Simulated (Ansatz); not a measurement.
## Mg3RuS, from a guessed structure to a relaxed one

Starting from a made-up structure for Mg3RuS, the aim is the relaxed cell, its shortest contacts and, where a second run follows, its electronic structure.

Main program and level: Ansatz 0.2.0; DFT, PBE, plane-wave PAW, files of the set soft_1, scalar-relativistic, no spin, cell and ions relaxed at zero pressure; PAW set soft_1, in the first sound run; inputs show where later runs differ.

**1. The structure**

The structure is cubic, space group Pm-3m (No. 221). The conventional cell has a = 4.380 Å, b = 4.380 Å, c = 4.380 Å, α = 90.00°, β = 90.00°, γ = 90.00°. Nearest to Ru lie 12 Mg at 3.10 Å. Nearest to S lie 6 Mg at 2.19 Å. Mg has 2 S at 2.19 Å nearest. Farther neighbours and most contacts between anions are not listed.

**2. Relaxation of the guess**

The guess takes its coordinates from another compound and its volume from a rule, so the cell and any free coordinates are relaxed together.

input.yaml

```yaml
crystal:
  lattice:
    - [4.38, 0.0, 0.0]
    - [0.0, 4.38, 0.0]
    - [0.0, 0.0, 4.38]
  atoms:
    - { symbol: Ru, position: [0.0, 0.0, 0.0] }
    - { symbol: S, position: [0.5, 0.5, 0.5] }
    - { symbol: Mg, position: [0.5, 0.5, 0.0] }
    - { symbol: Mg, position: [0.5, 0.0, 0.5] }
    - { symbol: Mg, position: [0.0, 0.5, 0.5] }
kpoints:
  mp_grid: { grid: [6, 6, 6] }
scf:
  occupations: { method: fermi_dirac, width: 0.05 }
hamiltonian:
  xc: pbe
  pseudopotentials: { kind: paw, azcp: { folder: soft_1 } }
relax:
  f_tol: 0.015
  max_steps: 70
  cell: {}
output:
  forces: true
  stress: true
```

Started as:

```bash
ansatz run input.yaml --threads 4 --pin off --max-ram 8192MiB --backend cpu --events-out ev --progress --plain --runs-dir out
```

Numbers of over 12 decimals in the logs are rounded to 6 here.

The program printed:

```text
Engine: ansatz 0.2.0, aarch64-unknown-linux-gnu
Pseudopotentials: kind: paw
Pseudopotential: Ru, paw, valence charge 16, recommended cutoff 420 eV (normal), soft_1/Ru.paw.azcp
Pseudopotential: S, paw, valence charge 6, recommended cutoff 420 eV (normal), soft_1/S.paw.azcp
Pseudopotential: Mg, paw, valence charge 10, recommended cutoff 420 eV (normal), soft_1/Mg.paw.azcp
Functional definition: PBE
  parameter kappa = 0.804
  parameter beta = 0.066725
  exchange = pbe_x(kappa = kappa, mu = beta*pi^2/3)
  correlation = pbe_c(beta = beta)
Crystal: 5 atoms, lattice volume = 84.028 Å³
Basis set: ecut = 420 eV, 1647 PW (Γ), exchange–correlation on 60×60×60 points (8 copies of the dense FFT grid, shifted against one another)
Bands: 32, of which v1, the nominal top of the filled ones, is band 26 counted from 1 (25 counted from 0)
Symmetry: 48 space group operations
Space group: Pm-3m (ITA 221), of the structure as read, at distance tolerance 4.4e-5 Å
k-points: 20 of 216
Non-local potential: Ru, projectors of the file, l = 0: 3, l = 1: 2, l = 2: 2, l = 3: 1
Non-local potential: S, projectors of the file, l = 0: 2, l = 1: 2, l = 2: 1
Non-local potential: Mg, projectors of the file, l = 0: 3, l = 1: 2, l = 2: 1
PAW form: soft (Blöchl's): semilocal exchange-correlation on the pseudo side does not see the compensation charge
PAW one-centre angular grid: Ru, 590 points (default); XC on 64 Gauss nodes
PAW one-centre angular grid: S, 110 points (default); XC on 64 Gauss nodes
PAW one-centre angular grid: Mg, 110 points (default); XC on 64 Gauss nodes
Initial density: superposition of atomic densities (chi_scale 0.1, normalization cell, long waves kept (reshape's long-wave potential 0.00 eV rms))
Initial wavefunctions: pseudopotential atomic-orbital guess
Functional: x = pbe(κ = 0.804, μ = 0.219515), c = pbe(β = 0.066725)
SCF iter   1: F=—  HF=-12552.272015 eV  |F-HF|=—  |Δ(HF+E_count)|=         —  Δρ=1.26e-1  dr2=2.36e1  ethr=3.10e-3  ⟨swp⟩=7.0  Hψ=3119  notcnv=0
preconditioner: auto → Resta (q_TF=auto, 2.519 Å⁻¹)  ε∞=7.1  [insulator: Δε(μ)=0.272 eV  Ē_g=7.313 eV  σ=0.050 eV  W_gap=0.84  n_scr=26 (ndim 8)  ℏωp=18.1 eV  f_vac=0.000  D(μ)=0.37/eV (n_scr^D=0)  ε∞_Penn≈7.1]
SCF iter   2: F=—  HF=-12550.203195 eV  |F-HF|=—  |Δ(HF+E_count)|=    2.07e0  Δρ=4.68e-2  dr2=3.24e0  ethr=3.10e-3  ⟨swp⟩=2.2  Hψ=1183  notcnv=0  defer=5
preconditioner: auto → Kerker (q_TF=auto, 2.519 Å⁻¹)  [metal: Δε(μ)=0.024 eV  Ē_g=7.219 eV  σ=0.050 eV  W_gap=0.12  n_scr=26 (ndim 8)  ℏωp=18.1 eV  f_vac=0.000  D(μ)=4.27/eV (n_scr^D=32)]
SCF iter   3: F=—  HF=-12550.001106 eV  |F-HF|=—  |Δ(HF+E_count)|=   2.02e-1  Δρ=1.00e-2  dr2=6.53e-2  ethr=3.10e-3  ⟨swp⟩=2.0  Hψ=889  notcnv=0  defer=8
SCF iter   4: F=—  HF=-12550.006367 eV  |F-HF|=—  |Δ(HF+E_count)|=   5.26e-3  Δρ=3.93e-3  dr2=1.45e-2  ethr=1.25e-4  ⟨swp⟩=2.0  Hψ=1090  notcnv=0  defer=12
SCF iter   5: F=—  HF=-12550.006074 eV  |F-HF|=—  |Δ(HF+E_count)|=   2.92e-4  Δρ=1.90e-3  dr2=2.85e-3  ethr=2.80e-5  ⟨swp⟩=1.0  Hψ=628  notcnv=0  defer=12
SCF iter   6: F=—  HF=-12550.006024 eV  |F-HF|=—  |Δ(HF+E_count)|=   4.99e-5  Δρ=2.72e-4  dr2=6.68e-5  ethr=5.47e-6  ⟨swp⟩=2.0  Hψ=686  notcnv=0  defer=12
SCF iter   7: F=—  HF=-12550.006604 eV  |F-HF|=—  |Δ(HF+E_count)|=   5.79e-4  Δρ=7.44e-5  dr2=5.13e-6  ethr=1.29e-7  ⟨swp⟩=2.2  Hψ=1070  notcnv=0  defer=12
SCF iter   8: F=—  HF=-12550.006603 eV  |F-HF|=—  |Δ(HF+E_count)|=   1.32e-6  Δρ=2.00e-5  dr2=6.78e-7  ethr=9.87e-9  ⟨swp⟩=3.0  Hψ=1109  notcnv=0  defer=12
SCF iter   9: F=-12550.006602 eV  HF=-12550.006602 eV  |F-HF|=1.50e-8  |Δ(HF+E_count)|=   1.24e-7  Δρ=5.04e-6  dr2=2.83e-8  ethr=1.92e-10  ⟨swp⟩=4.7  Hψ=2029  notcnv=0
SCF 1 converged in 9 iterations: F = -12550.006602 eV  dr2 = 2.83e-8
  greatest PAW one-centre occupation: 1.000 electrons in one spin orbital (limit 2), on the Mg atom at site 3 (counted from 0), in its partial waves of l = 0
relax step   1: F+E_penalty+E_count = -12550.00660248 eV  Δ(F+E_penalty+E_count) = +0.000e0 eV  max|allowed force component| = 2.875e-29 eV/Å  Δτ_max = 0.0000 Å  P = +16.930 GPa  Ω = 84.028 Å³  (9 SCF iters, dr2 threshold 1.00e-7 eV, accepted)
Crystal: 5 atoms, lattice volume = 94.434 Å³
Basis set: ecut = 420 eV, 1839 PW (Γ), exchange–correlation on 60×60×60 points (8 copies of the dense FFT grid, shifted against one another)
Initial density: handed on by an earlier stage of this run
Initial wavefunctions: those handed on with the density
iter 1 solved again at ethr=1.82e-3 eV; its pass at ethr=3.10e-3 eV (dr2=9.46e-1 eV) is discarded
SCF iter   1: F=—  HF=-12550.780991 eV  |F-HF|=—  |Δ(HF+E_count)|=         —  Δρ=2.10e-2  dr2=9.49e-1  ethr=1.82e-3  ⟨swp⟩=1.0  Hψ=3188  notcnv=0
preconditioner: auto → Kerker (q_TF=auto, 2.470 Å⁻¹)  [metal: Δε(μ)=0.014 eV  Ē_g=6.767 eV  σ=0.050 eV  W_gap=0.07  n_scr=26 (ndim 8)  ℏωp=17.1 eV  f_vac=0.000  D(μ)=5.25/eV (n_scr^D=56)]
SCF iter   2: F=—  HF=-12550.714180 eV  |F-HF|=—  |Δ(HF+E_count)|=   6.68e-2  Δρ=9.76e-3  dr2=2.43e-1  ethr=1.82e-3  ⟨swp⟩=1.0  Hψ=640  notcnv=0
SCF iter   3: F=—  HF=-12550.691058 eV  |F-HF|=—  |Δ(HF+E_count)|=   2.31e-2  Δρ=1.67e-3  dr2=5.54e-3  ethr=4.68e-4  ⟨swp⟩=2.0  Hψ=756  notcnv=0
SCF iter   4: F=—  HF=-12550.690020 eV  |F-HF|=—  |Δ(HF+E_count)|=   1.04e-3  Δρ=4.41e-4  dr2=4.70e-4  ethr=1.07e-5  ⟨swp⟩=1.9  Hψ=842  notcnv=0
SCF iter   5: F=—  HF=-12550.690775 eV  |F-HF|=—  |Δ(HF+E_count)|=   7.55e-4  Δρ=1.52e-4  dr2=2.90e-5  ethr=9.05e-7  ⟨swp⟩=2.0  Hψ=799  notcnv=0
SCF iter   6: F=—  HF=-12550.690770 eV  |F-HF|=—  |Δ(HF+E_count)|=   5.12e-6  Δρ=4.48e-5  dr2=2.11e-6  ethr=5.57e-8  ⟨swp⟩=2.3  Hψ=1096  notcnv=0
SCF iter   7: F=-12550.690770 eV  HF=-12550.690770 eV  |F-HF|=2.22e-10  |Δ(HF+E_count)|=   7.75e-8  Δρ=1.14e-5  dr2=1.28e-7  ethr=9.62e-10  ⟨swp⟩=4.7  Hψ=2275  notcnv=0
SCF 2 converged in 7 iterations: F = -12550.690770 eV  dr2 = 1.28e-7
  greatest PAW one-centre occupation: 1.000 electrons in one spin orbital (limit 2), on the Mg atom at site 4 (counted from 0), in its partial waves of l = 0
relax step   2: F+E_penalty+E_count = -12550.69076965 eV  Δ(F+E_penalty+E_count) = -6.842e-1 eV  max|allowed force component| = 2.260e-29 eV/Å  Δτ_max = 0.0000 Å  P = +5.256 GPa  Ω = 94.434 Å³  energy of the carried Pulay correction = -2.114e-3 eV  (7 SCF iters, dr2 threshold 5.00e-7 eV, accepted)
Crystal: 5 atoms, lattice volume = 100.003 Å³
Basis set: ecut = 420 eV, 1935 PW (Γ), exchange–correlation on 60×60×60 points (8 copies of the dense FFT grid, shifted against one another)
iter 1 solved again at ethr=4.72e-4 eV; its pass at ethr=3.10e-3 eV (dr2=2.45e-1 eV) is discarded
SCF iter   1: F=—  HF=-12550.817082 eV  |F-HF|=—  |Δ(HF+E_count)|=         —  Δρ=1.04e-2  dr2=2.46e-1  ethr=4.72e-4  ⟨swp⟩=1.1  Hψ=3057  notcnv=0
preconditioner: auto → Kerker (q_TF=auto, 2.447 Å⁻¹)  [metal: Δε(μ)=0.006 eV  Ē_g=6.524 eV  σ=0.050 eV  W_gap=0.03  n_scr=26 (ndim 8)  ℏωp=16.6 eV  f_vac=0.000  D(μ)=5.22/eV (n_scr^D=56)]
SCF iter   2: F=—  HF=-12550.801118 eV  |F-HF|=—  |Δ(HF+E_count)|=   1.60e-2  Δρ=4.45e-3  dr2=5.32e-2  ethr=4.72e-4  ⟨swp⟩=1.0  Hψ=640  notcnv=0
SCF iter   3: F=—  HF=-12550.796932 eV  |F-HF|=—  |Δ(HF+E_count)|=   4.19e-3  Δρ=8.70e-4  dr2=1.00e-3  ethr=1.02e-4  ⟨swp⟩=1.0  Hψ=640  notcnv=0
SCF iter   4: F=—  HF=-12550.796762 eV  |F-HF|=—  |Δ(HF+E_count)|=   1.69e-4  Δρ=2.05e-4  dr2=1.21e-4  ethr=1.92e-6  ⟨swp⟩=2.1  Hψ=813  notcnv=0
SCF iter   5: F=—  HF=-12550.797605 eV  |F-HF|=—  |Δ(HF+E_count)|=   8.42e-4  Δρ=7.63e-5  dr2=9.40e-6  ethr=2.34e-7  ⟨swp⟩=2.3  Hψ=809  notcnv=0
SCF iter   6: F=—  HF=-12550.797603 eV  |F-HF|=—  |Δ(HF+E_count)|=   2.06e-6  Δρ=2.62e-5  dr2=8.49e-7  ethr=1.81e-8  ⟨swp⟩=2.2  Hψ=1023  notcnv=0
SCF iter   7: F=-12550.797603 eV  HF=-12550.797603 eV  |F-HF|=3.00e-9  |Δ(HF+E_count)|=   6.53e-8  Δρ=6.74e-6  dr2=5.16e-8  ethr=9.62e-10  ⟨swp⟩=4.5  Hψ=2159  notcnv=0
SCF 3 converged in 7 iterations: F = -12550.797603 eV  dr2 = 5.16e-8
relax step   3: F+E_penalty+E_count = -12550.79760252 eV  Δ(F+E_penalty+E_count) = -1.068e-1 eV  max|allowed force component| = 4.940e-29 eV/Å  Δτ_max = 0.0000 Å  P = +1.140 GPa  Ω = 100.003 Å³  energy of the carried Pulay correction = -3.147e-3 eV  (7 SCF iters, dr2 threshold 5.00e-7 eV, accepted)
[...]
relax step   4: F+E_penalty+E_count = -12550.80369891 eV  Δ(F+E_penalty+E_count) = -6.096e-3 eV  max|allowed force component| = 2.264e-29 eV/Å  Δτ_max = 0.0000 Å  P = -0.091 GPa  Ω = 102.012 Å³  energy of the carried Pulay correction = -3.505e-3 eV  (6 SCF iters, dr2 threshold 5.00e-7 eV, accepted)
[...]
relax step   5: F+E_penalty+E_count = -12550.80376933 eV  Δ(F+E_penalty+E_count) = -7.042e-5 eV  max|allowed force component| = 1.725e-29 eV/Å  Δτ_max = 0.0000 Å  P = -0.002 GPa  Ω = 101.861 Å³  energy of the carried Pulay correction = -3.479e-3 eV  (6 SCF iters, dr2 threshold 2.05e-8 eV, accepted)
[...]
relax step   6: F+E_penalty+E_count = -12550.80926504 eV  Δ(F+E_penalty+E_count) = -5.496e-3 eV  max|allowed force component| = 1.011e-29 eV/Å  Δτ_max = 0.0000 Å  P = +0.074 GPa  Ω = 101.861 Å³  stress off target by 7.37e-2 GPa  SCF on the basis re-selected at this cell (its energy is not comparable with the rows above)  (7 SCF iters)
[...]
relax step   7: F+E_penalty+E_count = -12550.80927834 eV  Δ(F+E_penalty+E_count) = -1.330e-5 eV  max|allowed force component| = 9.716e-30 eV/Å  Δτ_max = 0.0000 Å  P = +0.002 GPa  Ω = 101.987 Å³  energy of the carried Pulay correction = -1.637e-5 eV  (6 SCF iters, dr2 threshold 1.36e-8 eV, accepted)
iter 1 solved again at ethr=9.05e-6 eV; its pass at ethr=3.10e-3 eV (dr2=4.71e-3 eV) is discarded
SCF iter   1: F=—  HF=-12550.809255 eV  |F-HF|=—  |Δ(HF+E_count)|=         —  Δρ=8.01e-6  dr2=5.66e-8  ethr=9.05e-6  ⟨swp⟩=2.0  Hψ=4024  notcnv=0
eigensolver tolerance schedule: the retry pair's looser diagonalisation over-reported the residual by 83102.63 of it (diagonalisation noise at an unbounded share of the residual, at the tolerance the schedule requests for it); recorded, not acted on — ethr = c·dr2/N_el stays at c = 1.0e-1
preconditioner: auto → Kerker (q_TF=auto, 2.439 Å⁻¹)  [metal: Δε(μ)=0.003 eV  Ē_g=6.430 eV  σ=0.050 eV  W_gap=0.02  n_scr=26 (ndim 8)  ℏωp=16.4 eV  f_vac=0.000  D(μ)=5.84/eV (n_scr^D=56)]
SCF iter   2: F=—  HF=-12550.809303 eV  |F-HF|=—  |Δ(HF+E_count)|=   4.85e-5  Δρ=4.00e-6  dr2=8.53e-9  ethr=1.09e-10  ⟨swp⟩=4.0  Hψ=1864  notcnv=0
SCF iter   3: F=—  HF=-12550.809303 eV  |F-HF|=—  |Δ(HF+E_count)|=   1.73e-9  Δρ=2.54e-6  dr2=4.00e-9  ethr=1.64e-11  ⟨swp⟩=2.0  Hψ=882  notcnv=0
SCF iter   4: F=—  HF=-12550.809303 eV  |F-HF|=—  |Δ(HF+E_count)|=  4.40e-10  Δρ=1.15e-6  dr2=1.05e-9  ethr=7.69e-12  ⟨swp⟩=2.0  Hψ=895  notcnv=0
SCF iter   5: F=—  HF=-12550.809303 eV  |F-HF|=—  |Δ(HF+E_count)|=  2.84e-10  Δρ=4.49e-7  dr2=2.28e-10  ethr=2.01e-12  ⟨swp⟩=3.0  Hψ=1132  notcnv=0
SCF iter   6: F=—  HF=-12550.809303 eV  |F-HF|=—  |Δ(HF+E_count)|=  7.28e-12  Δρ=3.46e-7  dr2=1.14e-10  ethr=1.00e-12  ⟨swp⟩=1.0  Hψ=640  notcnv=0
SCF iter   7: F=—  HF=-12550.809303 eV  |F-HF|=—  |Δ(HF+E_count)|=  1.09e-11  Δρ=2.33e-7  dr2=5.21e-11  ethr=1.00e-12  ⟨swp⟩=1.0  Hψ=640  notcnv=0
SCF iter   8: F=-12550.809303 eV  HF=-12550.809303 eV  |F-HF|=1.82e-11  |Δ(HF+E_count)|=    0.00e0  Δρ=1.65e-7  dr2=2.54e-11  ethr=1.00e-12  ⟨swp⟩=4.0  Hψ=1858  notcnv=0
SCF 8 converged in 8 iterations: F = -12550.809303 eV  dr2 = 2.54e-11
relax step   8: F+E_penalty+E_count = -12550.80930337 eV  Δ(F+E_penalty+E_count) = -2.503e-5 eV  max|allowed force component| = 2.656e-29 eV/Å  Δτ_max = 0.0000 Å  P = +0.002 GPa  Ω = 101.987 Å³  stress off target by 1.65e-3 GPa  SCF on the basis re-selected at this cell (its energy is not comparable with the rows above)  (8 SCF iters)
basis re-selected at this cell: Δ(F+E_penalty+E_count) = -2.503e-5 eV, ΔP = -0.000 GPa vs the last step (what re-selecting the basis moved, of the pressure what is left beyond the Pulay correction that the steps carried, after the strain that the cell walked since its last selection, with what the two solves' SCF thresholds leave and, on support functions, any second-order correction that the steps lacked; it is no m [...]
SCF converged after 8 iterations
Free energy (F): -12550.809303 eV
Harris-Foulkes:  -12550.809303 eV  (|F-HF|=1.82e-11)
Internal energy: -12550.767131 eV  (E = F + TS)
E sigma→0 (E₀):  -12550.788217 eV
Entropy (-TS):   -0.042172 eV (-8.434 meV/atom)
Fermi energy:    7.854120 eV
--- Per-component energies (eV) ---
  E_band       = -1285.197188
  E_kinetic    = 776.994730
  E_local      = -7198.124353  (includes V_loc(G=0)·N_el)
  E_nonlocal   = 1039.805072
  E_hartree    = 2462.087208
  E_xc         = -336.012447
  E_vxc        = -396.808782  (∫ρ·V_xc dr)
  E_paw        = -5016.241010  (= ΣΔE_a)
  E_vpaw       = -431.238312  (= ΣTr[D̂ρ^β])
  E_aug_tail   = 0.000160  (compensation charges beyond the density's cutoff)
  E_ewald      = -4279.276491
  E_smearing   = -0.042172  (= −TS)
  E_closure    = -0.000000  (closes the sum)
  Σ components = -12550.809303   (vs F -12550.809303, Δ=0.00e0)
--- Forces (eV/Å), atoms counted from 1 ---
  atom   1  Ru    -0.00000000     0.00000000     0.00000000
  atom   2  S      0.00000000    -0.00000000     0.00000000
  atom   3  Mg     0.00000000     0.00000000     0.00000000
  atom   4  Mg    -0.00000000    -0.00000000     0.00000000
  atom   5  Mg     0.00000000     0.00000000    -0.00000000
  max |Σ_I F_I| component: 1.65e-29 eV/Å
--- Stress (GPa, compression-positive) ---
        0.001652       0.000000      -0.000000
        0.000000       0.001652      -0.000000
       -0.000000      -0.000000       0.001652
  P = ⅓ Tr σ = 0.0017 GPa (0.017 kbar)
--- Relaxed structure (6 steps of the walk, 6 accepted, 2 SCFs on fresh bases) ---
  F+E_penalty+E_count = -12550.80930337 eV   max|allowed force component| = 2.656e-29 eV/Å   (the final SCF, on the basis selected at the relaxed cell)
  cell:  # Å, volume = 101.9870 Å³
    - [4.672131, 0, 0]
    - [0, 4.672131, 0]
    - [0, 0.0, 4.672131]
  atoms:
    - { symbol: Ru, position: [0, 0, 0] }
    - { symbol: S, position: [0.5, 0.5, 0.5] }
    - { symbol: Mg, position: [0.5, 0.5, 0] }
    - { symbol: Mg, position: [0.5, 0, 0.5] }
    - { symbol: Mg, position: [0, 0.5, 0.5] }
```

Run time: 6.8 s. Hardware: 4 threads of Arm Neoverse V1, shared host; peak memory 0.42 GiB; 23 s of CPU time.

Step by step:

| step | energy less that of the first step (eV) | largest force component (eV/Å) | pressure (GPa) | volume (Å³) |
| --- | --- | --- | --- | --- |
| 1 | 0.0000 | 0.0000 | 16.93 | 84.03 |
| 2 | -0.6842 | 0.0000 | 5.26 | 94.43 |
| 3 | -0.7910 | 0.0000 | 1.14 | 100.00 |
| 4 | -0.7971 | 0.0000 | -0.09 | 102.01 |
| 5 | -0.7972 | 0.0000 | 0.00 | 101.86 |
| 6* | -0.8027 | 0.0000 | 0.07 | 101.86 |
| 7 | -0.8027 | 0.0000 | 0.00 | 101.99 |
| 8* | -0.8027 | 0.0000 | 0.00 | 101.99 |

Relaxation steps marked * repeat the geometry before them on a plane-wave basis chosen anew for their cell, so energy and pressure can jump there.

The run keeps the 48 symmetry operations that it works with, so distortions that break them were not tested.

| conventional cell, symmetrised | before | after | change |
| --- | --- | --- | --- |
| a (Å) | 4.380 | 4.672 | +6.7 % |
| b (Å) | 4.380 | 4.672 | +6.7 % |
| c (Å) | 4.380 | 4.672 | +6.7 % |
| volume (Å³/atom) | 16.81 | 20.40 | +21.4 % |

The relaxed structure:

```cif
data_structure
_symmetry_space_group_name_H-M 'P 1'
_symmetry_Int_Tables_number 1
_cell_length_a 4.6721
_cell_length_b 4.6721
_cell_length_c 4.6721
_cell_angle_alpha 90.000
_cell_angle_beta 90.000
_cell_angle_gamma 90.000
_cell_volume 101.99
loop_
_atom_site_label
_atom_site_type_symbol
_atom_site_fract_x
_atom_site_fract_y
_atom_site_fract_z
_atom_site_occupancy
Ru1 Ru 0.00000 0.00000 0.00000 1
S2 S 0.50000 0.50000 0.50000 1
Mg3 Mg 0.50000 0.50000 0.00000 1
Mg4 Mg 0.50000 0.00000 0.50000 1
Mg5 Mg 0.00000 0.50000 0.50000 1
```

Numbers from this step:

| Quantity | Value |
| --- | --- |
| free energy | -12550.8093 eV |
| energy at zero smearing | -12550.7882 eV |
| smearing term TS | 0.04217 eV |
| Fermi energy | 7.854 eV |
| electrons | 52 |
| symmetry operations | 48 |
| pressure | 0.001652 GPa |

The shortest distance of each pair, which need not be the same contact before and after:

| pair | guess (Å) | relaxed (Å) |
| --- | --- | --- |
| Mg–S | 2.190 | 2.336 |
| Mg–Ru | 3.097 | 3.304 |
| Mg–Mg | 3.097 | 3.304 |
| Ru–S | 3.793 | 4.046 |
| Ru–Ru | 4.380 | 4.672 |

The relaxation ends with a pressure of 0.00 GPa.

(Part 1 of 2 ends here.)

[Logs are printed without paths, hosts, clocks, repeated set-up lines and the standing remarks that a program may print on its own settings, such as how far it seeks lower states.]

[Hosts, paths, dates, database ids (printed as entryN), source tags and the programs' standing remarks are cut or masked in the printed files.]
